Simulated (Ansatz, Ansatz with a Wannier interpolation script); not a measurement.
**G0W0 band structure of SnO2 (Pnnm)**

G0W0 gives levels on a mesh alone; what do the bands of SnO2 (Pnnm) look like between the points?

Program: Ansatz 0.2.0. Level of theory: LDA, Wannier functions and G0W0, plane waves, PAW. Results are calculated unless marked as measured.

## 1. Set-up

Symmetry: Pnnm, No. 58, orthorhombic system. The conventional cell has a = 4.788 Å, b = 4.867 Å, c = 3.241 Å, α = 90.00°, β = 90.00°, γ = 90.00°. Nearest to Sn lie 6 O at 2.09 to 2.10 Å. Nearest to O lie 3 Sn at 2.09 to 2.10 Å. Farther neighbours and most contacts between anions are not listed.

Coordinates:

```cif
data_structure
_symmetry_space_group_name_H-M 'P 1'
_symmetry_Int_Tables_number 1
_cell_length_a 4.7880
_cell_length_b 4.8666
_cell_length_c 3.2409
_cell_angle_alpha 90.000
_cell_angle_beta 90.000
_cell_angle_gamma 90.000
_cell_volume 75.52
loop_
_atom_site_label
_atom_site_type_symbol
_atom_site_fract_x
_atom_site_fract_y
_atom_site_fract_z
_atom_site_occupancy
Sn1 Sn 0.50000 0.50000 0.50000 1
Sn2 Sn 0.00000 0.00000 0.00000 1
O3 O 0.29185 0.32104 0.00000 1
O4 O 0.79185 0.17896 0.50000 1
O5 O 0.20814 0.82104 0.50000 1
O6 O 0.70815 0.67896 0.00000 1
```

The cell and positions are those that the Materials Project relaxed with its own functionals (PBE, PBE+U or r2SCAN), kept fixed. This is not the form that SnO2 usually takes at ambient conditions. The default PAW set here is soft_2. Its files were made with PBE.

## 2. LDA bands

Levels along a band path, at the cheap level, show where the edges lie and whether the meshes to come will hold them.

This step: DFT, LDA, plane waves, PAW.

Contents of input.yaml:

```yaml
crystal:
  lattice:
    - [4.788004, 0.0, 0.0]
    - [0.0, 4.866582, 0.0]
    - [0.0, 0.0, 3.240898]
  atoms:
    - { symbol: Sn, position: [0.5, 0.5, 0.5] }
    - { symbol: Sn, position: [0.0, 0.0, 0.0] }
    - { symbol: O, position: [0.291855, 0.321042, 0.0] }
    - { symbol: O, position: [0.791855, 0.178958, 0.5] }
    - { symbol: O, position: [0.208145, 0.821042, 0.5] }
    - { symbol: O, position: [0.708145, 0.678958, 0.0] }
kpoints:
  mp_grid: { grid: [4, 4, 6] }
  band_path:
    path:
      - [[0.0, 0.0, 0.0], [0.5, 0.0, 0.0], [0.5, 0.5, 0.0], [0.0, 0.5, 0.0], [0.0, 0.0, 0.0], [0.0, 0.0, 0.5], [0.5, 0.0, 0.5], [0.5, 0.5, 0.5], [0.0, 0.5, 0.5], [0.0, 0.0, 0.5]]
      - [[0.5, 0.0, 0.0], [0.5, 0.0, 0.5]]
      - [[0.0, 0.5, 0.0], [0.0, 0.5, 0.5]]
      - [[0.5, 0.5, 0.0], [0.5, 0.5, 0.5]]
    npoints: 10
hamiltonian:
  xc: lda
scf:
  occupations: { method: fermi_dirac, width: 0.02 }
  n_extra_bands: 40
output:
  eigenvalues: true
  fatbands: true
  write_density: true
  write_potential: true
  elf: true
  volumetric_format: npy
```

Command:

```bash
> ansatz run input.yaml --threads 4 --pin off --max-ram 18432MiB --backend cpu --events-out ev --progress --plain --runs-dir out
```

Numbers of over 12 decimals in the logs are rounded to 6 here.

Log:

```text
scf.n_extra_bands = 40 over 26 filled bands (N_el = 52.0): the run solves 66 bands
Engine: ansatz 0.2.0, aarch64-unknown-linux-gnu
Pseudopotentials: kind: paw
Pseudopotential: Sn, paw, valence charge 14, recommended cutoff 420 eV (normal), Sn.paw.azcp
Pseudopotential: O, paw, valence charge 6, recommended cutoff 420 eV (normal), O.paw.azcp
Functional definition: SPW92
  exchange = slater_x
  correlation = pw_c
Crystal: 6 atoms, lattice volume = 75.517 Å³
Basis set: ecut = 420 eV, 1479 PW (Γ)
Bands: 66, of which v1, the nominal top of the filled ones, is band 26 counted from 1 (25 counted from 0)
Symmetry: 8 space group operations
Space group: Pnnm (ITA 58), of the structure as read, at distance tolerance 4.2e-5 Å
k-points: 36 of 96
Non-local potential: Sn, projectors of the file, l = 0: 2, l = 1: 2, l = 2: 2, l = 3: 2
Non-local potential: O, projectors of the file, l = 0: 2, l = 1: 2, l = 2: 1
PAW form: soft (Blöchl's): semilocal exchange-correlation on the pseudo side does not see the compensation charge
PAW frozen core: Sn, regenerated for the run's functional, and the local potential with it (the file was generated under x = pbe(κ = 0.804, μ = 0.219515), c = pbe(β = 0.066725))
PAW frozen core: O, regenerated for the run's functional, and the local potential with it (the file was generated under x = pbe(κ = 0.804, μ = 0.219515), c = pbe(β = 0.066725))
PAW one-centre angular grid: Sn, 590 points (default); XC on 64 Gauss nodes
PAW one-centre angular grid: O, 110 points (default); XC on 64 Gauss nodes
Initial density: superposition of atomic densities (neutral atoms: chi_scale 0, normalization atom), corrected by the library's trained network
Initial wavefunctions: pseudopotential atomic-orbital guess
Functional: x = slater, c = lda
SCF iter   1: F=—  HF=-13980.255824 eV  |F-HF|=—  |Δ(HF+E_count)|=         —  Δρ=1.93e-2  dr2=2.40e-1  ethr=1.77e-3  ⟨swp⟩=5.9  Hψ=11398  notcnv=0  defer=819
preconditioner: auto → Resta (q_TF=auto, 2.564 Å⁻¹)  ε∞=1.9  [insulator: Δε(μ)=0.560 eV  Ē_g=32.132 eV  σ=0.020 eV  W_gap=1.00  n_scr=18 (ndim 8)  ℏωp=30.8 eV  f_vac=0.031  D(μ)=0.00/eV (n_scr^D=0)  ε∞_Penn≈1.9]
SCF iter   2: F=—  HF=-13980.189883 eV  |F-HF|=—  |Δ(HF+E_count)|=   6.59e-2  Δρ=6.44e-3  dr2=1.32e-2  ethr=4.62e-4  ⟨swp⟩=2.7  Hψ=3332  notcnv=0  defer=1251
SCF iter   3: F=—  HF=-13980.185028 eV  |F-HF|=—  |Δ(HF+E_count)|=   4.86e-3  Δρ=2.06e-3  dr2=1.79e-3  ethr=2.55e-5  ⟨swp⟩=2.9  Hψ=2177  notcnv=0  defer=1251
SCF iter   4: F=—  HF=-13980.184396 eV  |F-HF|=—  |Δ(HF+E_count)|=   6.32e-4  Δρ=5.44e-4  dr2=1.23e-4  ethr=3.45e-6  ⟨swp⟩=1.9  Hψ=1783  notcnv=0  defer=1251
SCF iter   5: F=—  HF=-13980.184359 eV  |F-HF|=—  |Δ(HF+E_count)|=   3.73e-5  Δρ=4.91e-5  dr2=1.53e-6  ethr=2.36e-7  ⟨swp⟩=2.0  Hψ=2048  notcnv=0  defer=1251
SCF iter   6: F=—  HF=-13980.184359 eV  |F-HF|=—  |Δ(HF+E_count)|=   1.57e-8  Δρ=6.95e-6  dr2=2.96e-8  ethr=1.92e-10  ⟨swp⟩=13.2  Hψ=15682  notcnv=0
SCF iter   7: F=-13980.184359 eV  HF=-13980.184359 eV  |F-HF|=2.11e-10  |Δ(HF+E_count)|=   3.71e-9  Δρ=7.46e-7  dr2=2.32e-10  ethr=5.69e-11  ⟨swp⟩=1.0  Hψ=4383  notcnv=0
SCF 1 converged in 7 iterations: F = -13980.184359 eV  dr2 = 2.32e-10
[...]
NSCF: frozen V_eff on 124 k-points
SCF converged after 7 iterations
Free energy (F): -13980.184359 eV
Harris-Foulkes:  -13980.184359 eV  (|F-HF|=2.11e-10)
Internal energy: -13980.184359 eV  (E = F + TS)
E sigma→0 (E₀):  -13980.184359 eV
Fermi energy:    8.592113 eV
--- Per-component energies (eV) ---
  E_band       = -171.693457
  E_kinetic    = 1073.298171
  E_local      = -2962.185833  (includes V_loc(G=0)·N_el)
  E_nonlocal   = 149.795397
  E_hartree    = 1510.314678
  E_xc         = -1039.926377
  E_vxc        = -561.717403  (∫ρ·V_xc dr)
  E_paw        = -8600.264880  (= ΣΔE_a)
  E_vpaw       = -891.523345  (= ΣTr[D̂ρ^β])
  E_aug_tail   = 0.010079  (compensation charges beyond the density's cutoff)
  E_ewald      = -4112.463075
  E_core_change = 1.237482  (= ΣΔE_core)
  E_smearing   = -0.000000  (= −TS)
  E_closure    = 0.000000  (closes the sum)
  Σ components = -13980.184359   (vs F -13980.184359, Δ=0.00e0)
--- Band table (eV; the first three rows and the last of 36) ---
  k-point 0: bands = [... 22 lower, 7.1026, 7.6263, 7.6328, 8.2510, 8.9330, 13.7703, 14.1157, 14.2681, ... 36 higher]
  k-point 1: bands = [... 22 lower, 6.2576, 7.6186, 7.6562, 8.1108, 10.4262, 14.2137, 15.1576, 15.2994, ... 36 higher]
  k-point 2: bands = [... 22 lower, 6.0719, 7.3761, 7.4756, 7.5508, 12.3743, 14.4304, 16.5791, 17.1015, ... 36 higher]
  k-point 35: bands = [... 22 lower, 7.4121, 7.4121, 7.5970, 7.5970, 12.4865, 12.4865, 16.6857, 16.6857, ... 36 higher]
```

The job ended after 12 s (4 threads of Arm Neoverse V1, shared host; peak memory 0.59 GiB; 44 s of CPU time).

This step gave:

- filled bands: 26
- gap: 0.6708 eV
- valence top at: k = (0.100, 0.000, 0.000)
- conduction bottom at: Γ
- least direct gap: 0.6819 eV

The gap is indirect, with the least direct gap 0.011 eV higher.

Electronic bands along the path, in eV, zero at the top of the highest nominally filled band:

```tsv
point	band 23	band 24	band 25	band 26	band 27	band 28	band 29	band 30
Γ	-1.16	-0.64	-0.63	-0.01	0.67	5.51	5.85	6.01
halfway	-1.16	-1.15	-0.59	-0.12	1.93	4.99	6.07	6.24
X	-1.14	-1.14	-0.44	-0.44	3.71	3.71	6.42	6.42
halfway	-1.20	-1.20	-0.60	-0.60	3.94	3.94	6.70	6.70
S	-1.26	-1.26	-0.73	-0.73	4.17	4.17	6.99	6.99
halfway	-1.19	-1.19	-0.65	-0.65	4.01	4.01	6.95	6.95
Y	-1.12	-1.12	-0.57	-0.57	3.87	3.87	6.87	6.87
halfway	-1.17	-1.12	-0.61	-0.31	2.02	5.10	6.31	6.42
Γ	-1.16	-0.64	-0.63	-0.01	0.67	5.51	5.85	6.01
halfway	-2.48	-0.74	-0.67	-0.39	3.20	6.19	7.86	7.97
Z	-1.47	-1.47	-1.05	-1.05	5.44	5.44	9.18	9.18
halfway	-1.34	-1.34	-0.87	-0.87	5.56	5.56	8.28	8.28
U	-0.83	-0.83	-0.73	-0.73	5.74	5.74	7.57	7.57
halfway	-1.01	-1.01	-0.73	-0.73	4.84	4.84	8.19	8.19
R	-0.85	-0.85	-0.67	-0.67	4.22	4.22	8.42	8.42
halfway	-0.96	-0.96	-0.78	-0.78	4.76	4.76	8.09	8.09
T	-1.04	-1.04	-0.63	-0.63	5.64	5.64	7.35	7.35
halfway	-1.25	-1.25	-1.02	-1.02	5.51	5.51	8.14	8.14
Z	-1.47	-1.47	-1.05	-1.05	5.44	5.44	9.18	9.18
jump to X	-1.14	-1.14	-0.44	-0.44	3.71	3.71	6.42	6.42
halfway	-1.27	-1.27	-0.58	-0.58	4.83	4.83	8.17	8.17
U	-0.83	-0.83	-0.73	-0.73	5.74	5.74	7.57	7.57
jump to Y	-1.12	-1.12	-0.57	-0.57	3.87	3.87	6.87	6.87
halfway	-1.26	-1.26	-0.76	-0.76	4.88	4.88	8.19	8.19
T	-1.04	-1.04	-0.63	-0.63	5.64	5.64	7.35	7.35
jump to S	-1.26	-1.26	-0.73	-0.73	4.17	4.17	6.99	6.99
```

ELF in the ab plane at fractional z = 0.000, with atoms of Sn and O within 0.2 Å of it. It is the smooth field of the valence electrons, not physical close to the nuclei.

Values, 14 rows by 14 columns, each cell a mean:
```
0.01 0.07 0.21 0.16 0.07 0.03 0.02 0.05 0.14 0.21 0.19 0.20 0.15 0.03
0.14 0.20 0.21 0.13 0.06 0.02 0.04 0.25 0.52 0.62 0.57 0.34 0.21 0.15
0.20 0.19 0.14 0.09 0.04 0.03 0.10 0.52 0.77 0.83 0.80 0.69 0.39 0.20
0.12 0.09 0.07 0.04 0.02 0.03 0.17 0.64 0.82 0.70 0.58 0.78 0.68 0.30
0.08 0.03 0.03 0.03 0.03 0.04 0.15 0.58 0.77 0.54 0.43 0.79 0.77 0.41
0.04 0.03 0.08 0.16 0.16 0.10 0.09 0.34 0.66 0.74 0.78 0.85 0.73 0.34
0.03 0.16 0.44 0.60 0.57 0.38 0.16 0.13 0.37 0.63 0.74 0.71 0.49 0.14
0.08 0.43 0.75 0.83 0.78 0.69 0.43 0.13 0.12 0.25 0.35 0.29 0.14 0.03
0.16 0.59 0.83 0.76 0.57 0.71 0.69 0.28 0.08 0.05 0.06 0.04 0.03 0.03
0.17 0.54 0.81 0.64 0.40 0.71 0.79 0.43 0.10 0.03 0.02 0.03 0.05 0.07
0.17 0.32 0.66 0.79 0.77 0.83 0.77 0.38 0.07 0.02 0.04 0.08 0.12 0.15
0.19 0.20 0.33 0.62 0.75 0.73 0.57 0.20 0.04 0.03 0.07 0.14 0.21 0.21
0.05 0.11 0.20 0.25 0.37 0.36 0.22 0.05 0.02 0.04 0.10 0.19 0.20 0.08
0.00 0.04 0.19 0.17 0.11 0.07 0.03 0.01 0.02 0.05 0.11 0.21 0.13 0.01
```
Columns run along a (4.8 Å), rows up along b (4.9 Å). Atoms in or near the plane, at fractional coordinates: Sn at (0.00, 0.00), O at (0.29, 0.32), O at (0.71, 0.68).

Valence density in the ab plane at fractional z = 0.000, with atoms of Sn and O within 0.2 Å of it. It is the smooth field of the valence electrons, not physical close to the nuclei.

Ten steps, logarithmic in the rise over the least value, from '_' (0 e/Å³) to '@' (15 e/Å³), each cell a mean:
```
@@##==::__________....--**%%
**++--..________..::----==**
--::..________..--++++==----
....__________::++####**==::
____________..--++##%%##==..
________......::==****++--..
____..::::::....::--==--..__
__..--++++==--..........____
__::==####**==::____________
..::++##%%##==..____________
::::==**##++--..________..::
++==--====--::________..--==
%%##==::::..________..::++##
@@%%++::..__________..--**@@
```
Columns run along a (4.8 Å), rows up along b (4.9 Å). Atoms in or near the plane, at fractional coordinates: Sn at (0.00, 0.00), O at (0.29, 0.32), O at (0.71, 0.68).

## 3. Wannier functions (O:2p Sn:5s Sn:5p) on 8×8×12

Localised functions give a small Hamiltonian that interpolates between mesh points at no cost.

This step: maximally localised Wannier functions, LDA, plane waves, PAW.

input.yaml, the sections that differ from step 2:

```yaml
kpoints:
  mp_grid: { grid: [4, 4, 6] }
scf:
  occupations: { method: fixed }
  n_extra_bands: 40
output:
  wannier:
    kmesh: [8, 8, 12]
    projections:
      - { species: O, l: p, shell: 2 }
      - { species: Sn, l: s, shell: 5 }
      - { species: Sn, l: p, shell: 5 }
    minimise: true
    write_hr: true
    seedname: w
    conv_tol: 1.0e-07
    max_iter: 4000
    disentanglement:
      window: [0.13, 22.9]
      frozen_window: [0.13, 12.93]
      conv_tol: 1.0e-08
# crystal, hamiltonian: as in step 2
```

Log:

```text
[...]
Crystal: 6 atoms, lattice volume = 75.517 Å³
Basis set: ecut = 420 eV, 1479 PW (Γ)
Bands: 66, of which v1, the nominal top of the filled ones, is band 26 counted from 1 (25 counted from 0)
Symmetry: 8 space group operations
[...]
k-points: 36 of 96
[...]
SCF iter   1: F=—  HF=-13980.255811 eV  |F-HF|=—  |Δ(HF+E_count)|=         —  Δρ=1.93e-2  dr2=2.40e-1  ethr=1.77e-3  ⟨swp⟩=5.0  Hψ=8191  notcnv=0  defer=1361
[...]
SCF iter   7: F=-13980.184359 eV  HF=-13980.184359 eV  |F-HF|=1.47e-10  |Δ(HF+E_count)|=   2.81e-9  Δρ=6.87e-7  dr2=2.05e-10  ethr=4.81e-11  ⟨swp⟩=1.0  Hψ=4701  notcnv=0
SCF 1 converged in 7 iterations: F = -13980.184359 eV  dr2 = 2.05e-10
[...]
NSCF: frozen V_eff on 179 k-points
the Wannier pass solved 179 of the 768 points of its mesh, and has the states at the others by symmetry: states obtained by the crystal's operations at points that were solved too leave a residual of 4.52e-13 eV (read by the count's bands and the next), within 1.11e-5 eV
SCF converged after 7 iterations
Free energy (F): -13980.184359 eV
[...]
Internal energy: -13980.184359 eV  (E = F + TS)
E sigma→0 (E₀):  -13980.184359 eV
Fermi energy:    8.251027 eV
[...]
--- Band table (eV; the first three rows and the last of 36) ---
  k-point 0: bands = [... 22 lower, 7.1026, 7.6263, 7.6328, 8.2510, 8.9330, 13.7703, 14.1157, 14.2681, ... 36 higher]
  k-point 1: bands = [... 22 lower, 6.2576, 7.6186, 7.6562, 8.1108, 10.4262, 14.2137, 15.1576, 15.2994, ... 36 higher]
  k-point 2: bands = [... 22 lower, 6.0719, 7.3761, 7.4756, 7.5508, 12.3743, 14.4304, 16.5791, 17.1015, ... 36 higher]
  k-point 35: bands = [... 22 lower, 7.4121, 7.4121, 7.5970, 7.5970, 12.4865, 12.4865, 16.6857, 16.6857, ... 36 higher]
Wannier search: line search 1 of at most 4000: gauge-dependent spread (as the search counts it) 5.7578866 Å², largest recent change 6.9e-1 Å² and fall left 7.5e-4 Å² against conv_tol 1.0e-7 Å², 0 stops escaped
```

The job ended after 49 s (4 threads; peak memory 1.7 GiB).

This step gave:

| Item | Value |
| --- | --- |
| gauge-invariant spread | 22.29 Å² |
| diagonal spread | 0.007057 Å² |
| off-diagonal spread | 3.205 Å² |
| total spread | 25.50 Å² |
| least projectability | 0.3368 |
| localisation steps | 58 |
| disentanglement steps | 250 |
| r.m.s. interpolation error | 1.67e-4 eV |
| r.m.s. error near the gap | 2.18e-4 eV |

Near the gap the model misses directly solved bands by 0.2 meV r.m.s. and by 2 meV at most in the window tested. This tests the starting bands, not the corrections carried with them.

Wannier functions, by row:

```tsv
function	x (Å)	y (Å)	z (Å)	spread (Å²)	nearest atom	distance (Å)
1	1.402	1.563	0	0.693	O3	0.005
2	1.384	1.571	0	0.753	O3	0.016
3	1.407	1.556	-0.001	0.748	O3	0.011
4	3.796	0.87	1.621	0.693	O4	0.005
5	3.778	0.863	1.62	0.753	O4	0.016
6	3.801	0.877	1.62	0.749	O4	0.011
7	0.992	3.997	1.621	0.694	O5	0.005
8	1.01	4.004	1.62	0.754	O5	0.016
9	0.988	3.99	1.62	0.747	O5	0.01
10	3.386	3.303	0	0.694	O6	0.005
11	3.404	3.296	0	0.754	O6	0.016
12	3.382	3.31	-0.001	0.747	O6	0.01
13	2.043	2.763	1.374	2.101	Sn1	0.541
14	-0.355	-0.327	-0.246	2.1	Sn2	0.542
15	2.303	2.511	2.075	2.363	Sn1	0.47
16	2.995	2.623	1.522	1.941	Sn1	0.638
17	2.237	1.835	1.516	1.955	Sn1	0.628
18	-0.091	-0.077	0.454	2.363	Sn2	0.47
19	0.6	-0.194	-0.098	1.94	Sn2	0.638
20	-0.153	0.599	-0.105	1.956	Sn2	0.627
```

Frozen up to 4.67 eV; above it the model need not follow the bands. The electronic bands at the labelled points (eV, zero at the valence-band top):

```tsv
point	band 23	band 24	band 25	band 26	band 27	band 28	band 29	band 30
Γ	-1.16	-0.64	-0.63	-0.01	0.67	5.80	5.85	6.01
halfway	-1.16	-1.15	-0.59	-0.12	1.93	5.02	6.17	6.33
X	-1.14	-1.14	-0.44	-0.44	3.71	3.71	6.53	6.53
halfway	-1.20	-1.20	-0.60	-0.60	3.94	3.94	6.78	6.78
S	-1.26	-1.26	-0.73	-0.73	4.17	4.17	7.04	7.04
halfway	-1.19	-1.19	-0.65	-0.65	4.01	4.01	6.98	6.98
Y	-1.12	-1.12	-0.57	-0.57	3.87	3.87	6.92	6.92
halfway	-1.17	-1.12	-0.61	-0.31	2.02	5.15	6.34	6.49
Γ	-1.16	-0.64	-0.63	-0.01	0.67	5.80	5.85	6.01
halfway	-2.48	-0.74	-0.67	-0.39	3.20	6.19	7.86	7.97
Z	-1.47	-1.47	-1.05	-1.05	5.52	5.52	9.67	9.67
halfway	-1.34	-1.34	-0.87	-0.87	5.65	5.65	8.43	8.43
U	-0.83	-0.83	-0.73	-0.73	5.85	5.85	7.57	7.57
halfway	-1.01	-1.01	-0.73	-0.73	4.85	4.85	8.28	8.28
R	-0.85	-0.85	-0.67	-0.67	4.22	4.22	8.46	8.46
halfway	-0.96	-0.96	-0.78	-0.78	4.76	4.76	8.18	8.18
T	-1.04	-1.04	-0.63	-0.63	5.80	5.80	7.35	7.35
halfway	-1.25	-1.25	-1.02	-1.02	5.61	5.61	8.25	8.25
Z	-1.47	-1.47	-1.05	-1.05	5.52	5.52	9.67	9.67
jump to X	-1.14	-1.14	-0.44	-0.44	3.71	3.71	6.53	6.53
halfway	-1.27	-1.27	-0.58	-0.58	4.83	4.83	8.32	8.32
U	-0.83	-0.83	-0.73	-0.73	5.85	5.85	7.57	7.57
jump to Y	-1.12	-1.12	-0.57	-0.57	3.87	3.87	6.92	6.92
halfway	-1.26	-1.26	-0.76	-0.76	4.88	4.88	8.26	8.26
T	-1.04	-1.04	-0.63	-0.63	5.80	5.80	7.35	7.35
jump to S	-1.26	-1.26	-0.73	-0.73	4.17	4.17	7.04	7.04
```

The same for Kohn-Sham, solved directly:

```tsv
point	band 23	band 24	band 25	band 26	band 27	band 28	band 29	band 30
Γ	-1.16	-0.64	-0.63	-0.01	0.67	5.51	5.85	6.01
X	-1.14	-1.14	-0.44	-0.44	3.71	3.71	6.42	6.42
S	-1.26	-1.26	-0.73	-0.73	4.17	4.17	6.99	6.99
Y	-1.12	-1.12	-0.57	-0.57	3.87	3.87	6.87	6.87
Γ	-1.16	-0.64	-0.63	-0.01	0.67	5.51	5.85	6.01
Z	-1.47	-1.47	-1.05	-1.05	5.44	5.44	9.18	9.18
U	-0.83	-0.83	-0.73	-0.73	5.74	5.74	7.57	7.57
R	-0.85	-0.85	-0.67	-0.67	4.22	4.22	8.42	8.42
T	-1.04	-1.04	-0.63	-0.63	5.64	5.64	7.35	7.35
Z	-1.47	-1.47	-1.05	-1.05	5.44	5.44	9.18	9.18
X	-1.14	-1.14	-0.44	-0.44	3.71	3.71	6.42	6.42
U	-0.83	-0.83	-0.73	-0.73	5.74	5.74	7.57	7.57
Y	-1.12	-1.12	-0.57	-0.57	3.87	3.87	6.87	6.87
T	-1.04	-1.04	-0.63	-0.63	5.64	5.64	7.35	7.35
```

(Continued in part 2 of 2.)

[Paths, hosts, dates, memory and timing lines, banners, echoed tables and standing remarks are left out of the program output.]

[Logs are printed without paths, hosts, clocks, repeated set-up lines and the standing remarks that a program may print on its own settings, such as how far it seeks lower states.]

[Runs of the session that timed out or met a known fault of the program may be left out.]

[Hosts, paths, dates, database ids (printed as entryN), source tags and the programs' standing remarks are cut or masked in the printed files.]
